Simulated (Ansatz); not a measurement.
## 2H-NbTe2 monolayer in a perpendicular field

Aim: how the 2H-NbTe2 monolayer screens a field along its normal, and what the field does to its bands. A positive field points along +c.

Method: plane-wave DFT, PBE-D3(BJ), Ansatz PAW, in Ansatz 0.2.0.

Report form: the programs' logs are mostly left out.

### Step 1. Starting point

The cell holds 3 atoms: 2 Te and 1 Nb. Its edges and angles: a = 3.901 Å, b = 3.901 Å, c = 38.177 Å, α = 90.0°, β = 90.0°, γ = 120.0°. Vacuum lies along c.

### Step 2. Relaxing the slab

The starting cell is a guess, so the in-plane lattice and the atoms are relaxed first, with the slab cut off from its images along the normal.

The input, input.yaml:

```yaml
crystal:
  lattice:
    - [3.900864, 0.0, 0.0]
    - [-1.950432, 3.3782473207, 0.0]
    - [0.0, 0.0, 38.1772220229]
  atoms:
    - { symbol: Te, position: [0.3333333333, 0.6666666667, 0.4531497863] }
    - { symbol: Nb, position: [0.0, 0.0, 0.5], spin: 1.0 }
    - { symbol: Te, position: [0.3333333333, 0.6666666667, 0.5468502137] }
  periodic: [true, true, false]
magnetization:
  spin_polarized: true
kpoints:
  mp_grid: { grid: [12, 12, 1] }
hamiltonian:
  xc: pbe
  dispersion: d3bj
scf:
  occupations: { method: fermi_dirac, width: 0.05 }
  convergence: { dr2_threshold: 1.0e-09 }
relax:
  f_tol: 0.004
  max_steps: 90
  cell: {}
output:
  write_potential: true
  write_density: true
  volumetric_format: npy
```

Run with:

```
$ ansatz run input.yaml --threads 2 --pin off --max-ram 3072MiB --backend cpu --events-out ev --progress --plain --runs-dir out
```

Run time: 4.9 min. Hardware: 2 threads of Arm Neoverse V1, shared host; peak memory 0.92 GiB; 9.6 min of CPU time.

The steps of the relaxation:

```
step  energy less that of the first step (eV)  largest force component (eV/Å)  volume (Å³)
   1                                   0.0000                          0.2382       503.10
   2                                  -0.2668                          0.1549       455.28
   3                                  -0.2725                          0.4322       425.20
   4                                  -0.2960                          0.0462       428.12
   5                                  -0.2980                          0.0777       437.38
   6                                  -0.2991                          0.0004       435.16
  7*                                  -0.2975                          0.0000       435.16
   8                                  -0.2976                          0.0001       434.55
  9*                                  -0.2975                          0.0001       434.55
```

Relaxation steps marked * repeat the geometry before them on a plane-wave basis chosen anew for their cell, so energy and pressure can jump there.

The run keeps the 12 symmetry operations that it works with, so distortions that break them were not tested.

```
cell as run  before  after  change
      a (Å)   3.901  3.625  -7.1 %
      b (Å)   3.901  3.625  -7.1 %
```

The atoms that moved most (Å, along periodic axes as changes of fractional coordinates times the final cell, across vacuum about the mean position):

```
atom     dx     dy      dz  length
 Te3  0.000  0.000   0.075   0.075
 Te1  0.000  0.000  -0.075   0.075
```

Final coordinates:

```xyz
3
Lattice="3.6254 0.0000 0.0000 -1.8127 3.1397 0.0000 0.0000 0.0000 38.1772" Properties=species:S:1:pos:R:3
Te    0.0000    2.0931   17.2252
Nb    0.0000    0.0000   19.0886
Te    0.0000    2.0931   20.9520
```

This step gave:

```yaml
energy_at_zero_smearing: -18514.6314 eV
total_moment: 0.5600 μB
site_moments: 0.01461, 0.3337, 0.01461 μB
```

Site moment by atom:

```
atom  site moment (μB)
 Te1             0.015
 Nb2             0.334
 Te3             0.015
```

The lattice constant a goes from 3.901 to 3.625 Å.

### Step 3. Single point, field 0

A sawtooth potential applies the field, turning back in the middle of the vacuum. With the dipole correction the typed value is the field outside the slab. The induced dipole is small, so the SCF threshold is tight.

The cell differs from the one that the last finished run ended in (c 38.177 → 21.727 Å).

The input, input.yaml:

```yaml
crystal:
  lattice:
    - [3.6253806365, 0.0, 0.0]
    - [-1.8126903183, 3.1396717296, 0.0]
    - [0.0, 0.0, 21.7267669323]
  atoms:
    - { symbol: Te, position: [0.3333333333, 0.6666666667, 0.4142355845], spin: 0.01 }
    - { symbol: Nb, position: [0.0, 0.0, 0.5], spin: 0.33 }
    - { symbol: Te, position: [0.3333333333, 0.6666666667, 0.5857644155], spin: 0.01 }
magnetization:
  spin_polarized: true
kpoints:
  mp_grid: { grid: [12, 12, 1] }
  band_path:
    path: [[0, 0, 0], [0.5, 0, 0], [0.33333333, 0.33333333, 0], [0, 0, 0]]
    npoints: 16
hamiltonian:
  xc: pbe
  dispersion: d3bj
scf:
  occupations: { method: fermi_dirac, width: 0.02585 }
  convergence: { dr2_threshold: 1.0e-10 }
efield:
  axis: 3
  dipole_correction: true
  ramp_position: 0.97
  ramp_width: 0.06
  amplitude: 0
output:
  dos: { projected: true, e_range: [-6, 5] }
  write_potential: true
  write_density: true
  volumetric_format: npy
  elf: true
```

Elapsed: 41 s, on 2 threads; peak memory 0.64 GiB.

Numbers from this step:

```yaml
energy_at_zero_smearing: -18514.6349 eV
total_moment: 0.6992 μB
site_moments: 0.01890, 0.4148, 0.01890 μB
work_function_upper_face: 4.982 eV
dipole_along_the_normal: 3.86e-8 e·Å
```

Running mean over a fixed 2.8 Å (it still follows the layers) of the planar mean; the ramp of the sawtooth is left out. Table of electron's electrostatic potential energy less the Fermi level by z:

z (Å), electron's electrostatic potential energy less the Fermi level (eV) and a bar from the least value:
```
      3.0       4.98 ##############################
      3.5       4.98 ##############################
      4.0       4.98 ##############################
      4.5       4.98 ##############################
      5.0       4.98 ##############################
      5.5       4.96 ##############################
      6.0       4.90 ##############################
      6.5       4.63 #############################
      7.0       3.66 ###########################
      7.5       2.50 ########################
      8.0       1.58 ######################
      8.5       0.04 ##################
      9.0      -1.74 ##############
      9.5      -4.36 #######
     10.0      -6.22 ###
     10.5      -7.18 #
     11.0      -7.47 
     11.5      -6.71 ##
     12.0      -5.37 #####
     12.5      -2.89 ###########
     13.0      -0.68 ################
     13.5       0.92 ####################
     14.0       2.14 #######################
     14.5       3.05 #########################
     15.0       4.31 ############################
     15.5       4.82 ##############################
     16.0       4.94 ##############################
     16.5       4.97 ##############################
     17.0       4.98 ##############################
     17.5       4.98 ##############################
     18.0       4.98 ##############################
     18.5       4.98 ##############################
```

The density of states has structure finer than the step of the table below, so its rows give means over 0.2 eV, whole bins alone (the curve runs from -6 to 1.99 eV). Peaks (eV: height): total -4.07: 5.09, -4.02: 6.02, -3.02: 6.92, -2.86: 6.06, -1.42: 5.15, -1.34: 6.08, -0.76: 4.67; up -4.07: 3.91, -4.02: 4.02, -3.08: 3.60, -3.02: 5.51, -1.42: 4.10, -0.13: 3.28, 1.80: 3.20; down -3.96: 2.61, -2.86: 5.53, -1.34: 3.95, -0.76: 3.20, -0.57: 2.57, 0.15: 2.67, 0.34: 3.37.

Density of states against energy, zero at the Fermi level; means over each step; values in states/eV a cell:

```
energy (eV)    total      up     down
       -5.2        0       0        0
       -5.0   0.0889  0.0889        0
       -4.8    0.768   0.498    0.270
       -4.6     1.25   0.755    0.493
       -4.4     1.84    1.04    0.798
       -4.2     2.44    1.22     1.23
       -4.0     4.60    2.66     1.94
       -3.8     2.90    1.01     1.89
       -3.6     1.13   0.461    0.667
       -3.4     1.08   0.628    0.457
       -3.2     2.39    1.74    0.654
       -3.0     4.57    2.42     2.15
       -2.8     2.40   0.554     1.85
       -2.6     2.26    1.30    0.956
       -2.4     2.63    1.36     1.27
       -2.2     2.67    1.35     1.32
       -2.0     2.93    1.59     1.34
       -1.8     2.88    1.30     1.58
       -1.6     2.14    1.04     1.10
       -1.4     4.10    2.34     1.76
       -1.2     3.98    2.17     1.81
       -1.0     3.90    2.10     1.81
       -0.8     3.43    1.42     2.01
       -0.6     2.44   0.954     1.49
       -0.4     2.41    1.47    0.939
       -0.2     3.00    2.50    0.500
        0.0     2.17    1.01     1.16
        0.2     2.43   0.369     2.06
        0.4     1.23  5.3e-4     1.23
        0.6    0.381       0    0.381
        0.8  0.00403       0  0.00403
        1.0        0       0        0
        1.2        0       0        0
        1.4        0       0        0
        1.6    0.852   0.852        0
        1.8     2.65    2.61   0.0371
```

Projected DOS per atom over height of the atomic layer and energy from the Fermi level. Layers: Te Nb Te from below.

Values in states/eV, 22 rows by 3 columns, each cell a mean:
```
0.36 1.70 0.36
0.03 0.13 0.03
0.00 0.00 0.00
0.01 0.12 0.01
0.16 0.99 0.16
0.39 1.67 0.39
0.59 1.35 0.59
0.93 1.10 0.93
1.26 1.31 1.26
1.13 1.06 1.13
0.85 1.10 0.85
0.86 0.96 0.86
0.82 0.59 0.82
1.27 1.06 1.27
0.68 0.50 0.68
0.56 0.42 0.56
1.34 1.09 1.34
0.67 0.58 0.67
0.34 0.26 0.34
0.01 0.01 0.01
0.00 0.00 0.00
0.00 0.00 0.00
```
Columns: height of the atomic layer (Å) from 9 to 12.7; rows upwards: energy from the Fermi level (eV) from -5.96 to 1.96.

Projected DOS per atom, spin up over height of the atomic layer and energy from the Fermi level. Layers: Te Nb Te from below.

Ten even steps from '_' (0.00 states/eV) to '@' (1.52 states/eV), each cell a mean:
```
::@@::
______
______
______
______
..++..
::**::
::--::
==++==
------
::--::
::--::
::::::
------
--::--
..__..
==--==
::::::
......
______
______
______
```
Columns: height of the atomic layer (Å) from 9 to 12.7; rows upwards: energy from the Fermi level (eV) from -5.96 to 1.96.

Projected DOS per atom, spin down over height of the atomic layer and energy from the Fermi level. Layers: Te Nb Te from below.

Ten even steps from '_' (0.00 states/eV) to '@' (0.93 states/eV), each cell a mean:
```
__..__
______
______
__..__
..@@..
::@@::
::--::
++**++
**++**
++++++
==++==
======
==::==
%%**%%
::..::
------
##++##
--::--
..__..
______
______
______
```
Columns: height of the atomic layer (Å) from 9 to 12.7; rows upwards: energy from the Fermi level (eV) from -5.96 to 1.96.

Deep bands are left out, so band numbers here count from the lowest band kept and differ from the log's. The electronic bands at the labelled points (eV, zero at the Fermi level; # counts the bands kept):

```
  point  up #4  up #5  up #6  up #7  down #4  down #5  down #6  down #7
      Γ  -1.35  -0.41  -0.41  -0.12    -1.05    -0.25    -0.25     0.35
halfway  -1.28  -1.08  -0.77  -0.48    -1.15    -1.02    -0.54    -0.02
      M  -1.90  -1.45  -0.57  -0.23    -1.78    -1.36    -0.16    -0.16
halfway  -2.34  -1.93  -1.43   0.04    -2.25    -1.80    -1.34     0.42
      K  -2.74  -2.65  -1.53   0.30    -2.61    -2.58    -1.43     0.71
halfway  -2.14  -1.25  -0.72  -0.27    -2.03    -1.03    -0.65     0.14
      Γ  -1.35  -0.41  -0.41  -0.12    -1.05    -0.25    -0.25     0.35
```

Site moment by atom:

```
atom  site moment (μB)
 Te1             0.019
 Nb2             0.415
 Te3             0.019
```

Spin density in the ca plane at fractional y = 0.667, with atoms of Te within 0.2 Å of it.

Values in units of 1e-2 e/Å³, 5 rows by 16 columns, each cell a mean:
```
 0.0  0.0  0.0  0.0  0.0  0.0  0.0  0.2  1.6  3.7  0.4  0.0  0.0  0.0  0.0  0.0
 0.0  0.0  0.0  0.0  0.0  0.0  0.1  0.2  1.3  2.6  0.3  0.1  0.1  0.0  0.0  0.0
 0.0  0.0  0.0  0.0  0.0  0.1  0.5  0.1  0.2  0.5  0.0  0.4  0.3  0.0  0.0  0.0
 0.0  0.0  0.0  0.0  0.0  0.2  0.6  0.1 -0.1  0.1 -0.1  0.4  0.4  0.0  0.0  0.0
 0.0  0.0  0.0  0.0  0.0  0.1  0.3  0.1  0.9  1.7  0.2  0.2  0.2  0.0  0.0  0.0
```
Columns run along c (16.0 Å, from fractional 0.09 to 0.83 of the cell), rows up along a (3.6 Å). Atoms in or near the plane, at fractional coordinates: Te at (0.41, 0.33), Te at (0.59, 0.33).

Valence density in the ca plane at fractional y = 0.667, with atoms of Te within 0.2 Å of it. It is the smooth field of the valence electrons, not physical close to the nuclei.

Ten steps, logarithmic in the rise over the least value, from '0' (0 e/Å³) to '9' (14 e/Å³), each cell a mean:
```
00000000000000000011111222211111100000000000
00000000000000000001111222211111000000000000
00000000000000000112222222222222100000000000
00000000000000001234432211223343210000000000
00000000000000001357863211234787421000000000
00000000000000002379984211236998531000000000
00000000000000002368974211235898521000000000
00000000000000001245643211223565321000000000
00000000000000000122322222222332210000000000
```
Columns run along c (16.0 Å, from fractional 0.09 to 0.83 of the cell), rows up along a (3.6 Å). Atoms in or near the plane, at fractional coordinates: Te at (0.41, 0.33), Te at (0.59, 0.33).

Electrostatic potential energy in the ca plane at fractional y = 0.667, with atoms of Te within 0.2 Å of it. With pseudopotentials it is smooth inside the atoms' cores, unlike the true potential.

Values in eV, 5 rows by 16 columns, each cell a mean:
```
  5   5   5   5   5   5   4   2  -3  -8   1   3   5   5   5   5
  5   5   5   5   5   5   0  -5  -2  -4  -3  -3   4   5   5   5
  5   5   5   5   5   4  -7   0  -5   0  -7  -5   1   5   5   5
  5   5   5   5   5   4  -6  10  -7   0  -2   2   0   5   5   5
  5   5   5   5   5   5  -4 -11  -3  -1  -8  -9   3   5   5   5
```
Columns run along c (16.0 Å, from fractional 0.09 to 0.83 of the cell; values clipped at the 3rd and 97th percentile), rows up along a (3.6 Å). Atoms in or near the plane, at fractional coordinates: Te at (0.41, 0.33), Te at (0.59, 0.33).

The work function of the upper face is 4.98 eV.

### Step 4. Atoms held, field 0.1 V/Å

Changes to input.yaml since step 3:

```diff
@@ -27,5 +27,4 @@
   ramp_width: 0.06
-  amplitude: 0
+  amplitude: 0.1
 output:
-  dos: { projected: true, e_range: [-6, 5] }
   write_potential: true
@@ -33,2 +32 @@
   volumetric_format: npy
-  elf: true
```

Wall time 42 s (2 threads); peak memory 0.64 GiB; 82 s of CPU time.

The dipole is 0.0405 e·Å.

### Step 5. Single point, field -0.1 V/Å

Changes to input.yaml since step 4:

```diff
@@ -27,3 +27,3 @@
   ramp_width: 0.06
-  amplitude: 0.1
+  amplitude: -0.1
 output:
```

Elapsed: 42 s, on 2 threads; peak memory 0.64 GiB; 83 s of CPU time.

The dipole is -0.0405 e·Å.

### Step 6. Response, atoms held

This step: plane-wave DFT, PBE-D3(BJ), Ansatz PAW; response to a field along the normal, atoms held (Ansatz 0.2.0).

The dipoles give the slope, and the difference of two potentials shows where the field is screened.

This step gave:

```
equivalent conductor thickness p/(ε₀AE) : 6.433 Å
distance between the outer atoms        : 3.727 Å
```

Dipole of the cell against applied field:

```
applied field (V/Å)  dipole of the cell (e·Å)
            -0.1000                   -0.0405
             0.0000                         0
             0.1000                    0.0405
```

The total moment stays at 0.699 μB for applied field from -0.1 to 0.1 V/Å.

Local field over the applied field, running mean. From the potentials at -0.1 and 0.1 V/Å; running mean over 2.5 Å. Table of local field over applied field by z:

```
z (Å)  local field over applied field
  4.5                           0.997
  5.0                           0.991
  5.5                           0.976
  6.0                           0.937
  6.5                           0.856
  7.0                           0.717
  7.5                           0.546
  8.0                           0.372
  8.5                           0.211
  9.0                          0.0899
  9.5                          0.0416
 10.0                          0.0330
 10.5                          0.0247
 11.0                          0.0208
 11.5                          0.0299
 12.0                          0.0359
 12.5                          0.0596
 13.0                           0.148
 13.5                           0.296
 14.0                           0.467
 14.5                           0.641
 15.0                           0.799
 15.5                           0.908
 16.0                           0.962
 16.5                           0.986
 17.0                           0.995
 17.5                           0.998
```

Electrons, planar mean, per unit field. Induced electron density against z:

z (Å), induced electron density (e/Å³ per V/Å) and a bar from the least value:
```
     4.06    0.00001 ###############
     4.49    0.00001 ###############
     4.78    0.00003 ###############
     5.21    0.00006 ###############
     5.50    0.00012 ################
     5.94    0.00027 ################
     6.23    0.00047 #################
     6.66    0.00102 ###################
     6.95    0.00163 ######################
     7.39    0.00287 ###########################
     7.68    0.00349 ##############################
     8.11    0.00267 ##########################
     8.40    0.00117 ####################
     8.84    0.00062 ##################
     9.27    0.00049 #################
     9.56    0.00068 ##################
     9.99   -0.00043 #############
    10.28   -0.00104 ###########
    10.72   -0.00033 ##############
    11.01    0.00033 ################
    11.44    0.00104 ###################
    11.73    0.00043 #################
    12.17   -0.00068 ############
    12.46   -0.00049 #############
    12.89   -0.00062 ############
    13.33   -0.00117 ##########
    13.62   -0.00267 ####
    14.05   -0.00349 
    14.34   -0.00287 ###
    14.77   -0.00163 ########
    15.06   -0.00102 ###########
    15.50   -0.00047 #############
    15.79   -0.00027 ##############
    16.22   -0.00012 ##############
    16.51   -0.00006 ###############
    16.95   -0.00003 ###############
    17.24   -0.00001 ###############
    17.67   -0.00001 ###############
```

By hand: between -0.1 and 0.1 V/Å the dipole changes by 0.08093 e·Å, a slope of 0.4046 e·Å²/V. A perfect conductor of thickness t has p = ε₀AEt, so t = 180.95 × 0.4046 / 11.383 = 6.43 Å (e/ε₀ = 180.95 V·Å, A in Å²).

The induced dipole is that of a conductor 6.43 Å thick.

### Step 7. Summary of results

```
gap without field                          : none
work function, upper face                  : 4.98 eV
equivalent conductor thickness, atoms held : 6.43 Å
```

The induced dipole equals that of a perfect conductor 6.43 Å thick, while the outer atoms lie 3.73 Å apart. There is no gap over 0.03 eV, with or without the field. For an open d or f shell that can be the fault of a semilocal functional without a Hubbard term. The magnetic order is the one reached from the typed start; other orders were not compared. Spin-orbit coupling is left out, which matters for the bands of elements this heavy.

[Logs are printed without paths, hosts, clocks, repeated set-up lines and the standing remarks that a program may print on its own settings, such as how far it seeks lower states.]

[Hosts, paths, dates, database ids (printed as entryN), source tags and the programs' standing remarks are cut or masked in the printed files.]

[Maps of the electrostatic potential energy from Ansatz leave out the sawtooth potential of an applied field or a dipole correction, so their vacuum need not be flat; planar profiles and work functions include it.]
